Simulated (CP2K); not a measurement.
The F K edge of cis-1,2-difluoroethylene was computed by TDDFT (CP2K XAS_TDP, aug-cc-pVTZ, TDA) at these levels: PBEh(45%), PBEh(45%) + GW2X and PBEh(60%). The first three lines of F1 (bonded to C) with a strength over 0.0015, energy in eV and strength:

```csv
run,first,second,third
1,682.69 (0.027),683.11 (0.009),684.49 (0.005)
2,689.39 (0.039),690.77 (0.012),692.26 (0.006)
3,686.99 (0.027),687.42 (0.009),688.80 (0.005)
```

**Question.** Which run is which?

Run 1: PBEh(45%) (45 % exact exchange). Run 2: PBEh(60%) (60 % exact exchange). Run 3: PBEh(45%) + GW2X (45 % exact exchange). Self-interaction lifts the core level, so the uncorrected lines rise with the share of exact exchange. The GW2X run keeps the spacings of its parent: 0.43 eV between the first two lines in run 3, 0.42 eV in run 1. Its shift is +4.30 eV, since the Kohn–Sham level at this share of exchange lies that far above the quasiparticle level.

[Banner, clock and machine lines of the logs are left out without a mark of their own.]

[Logs are printed without paths, hosts, clocks, repeated set-up lines and the standing remarks that a program may print on its own settings, such as how far it seeks lower states.]

[Hosts, paths, dates, database ids (printed as entryN), source tags and the programs' standing remarks are cut or masked in the printed files.]
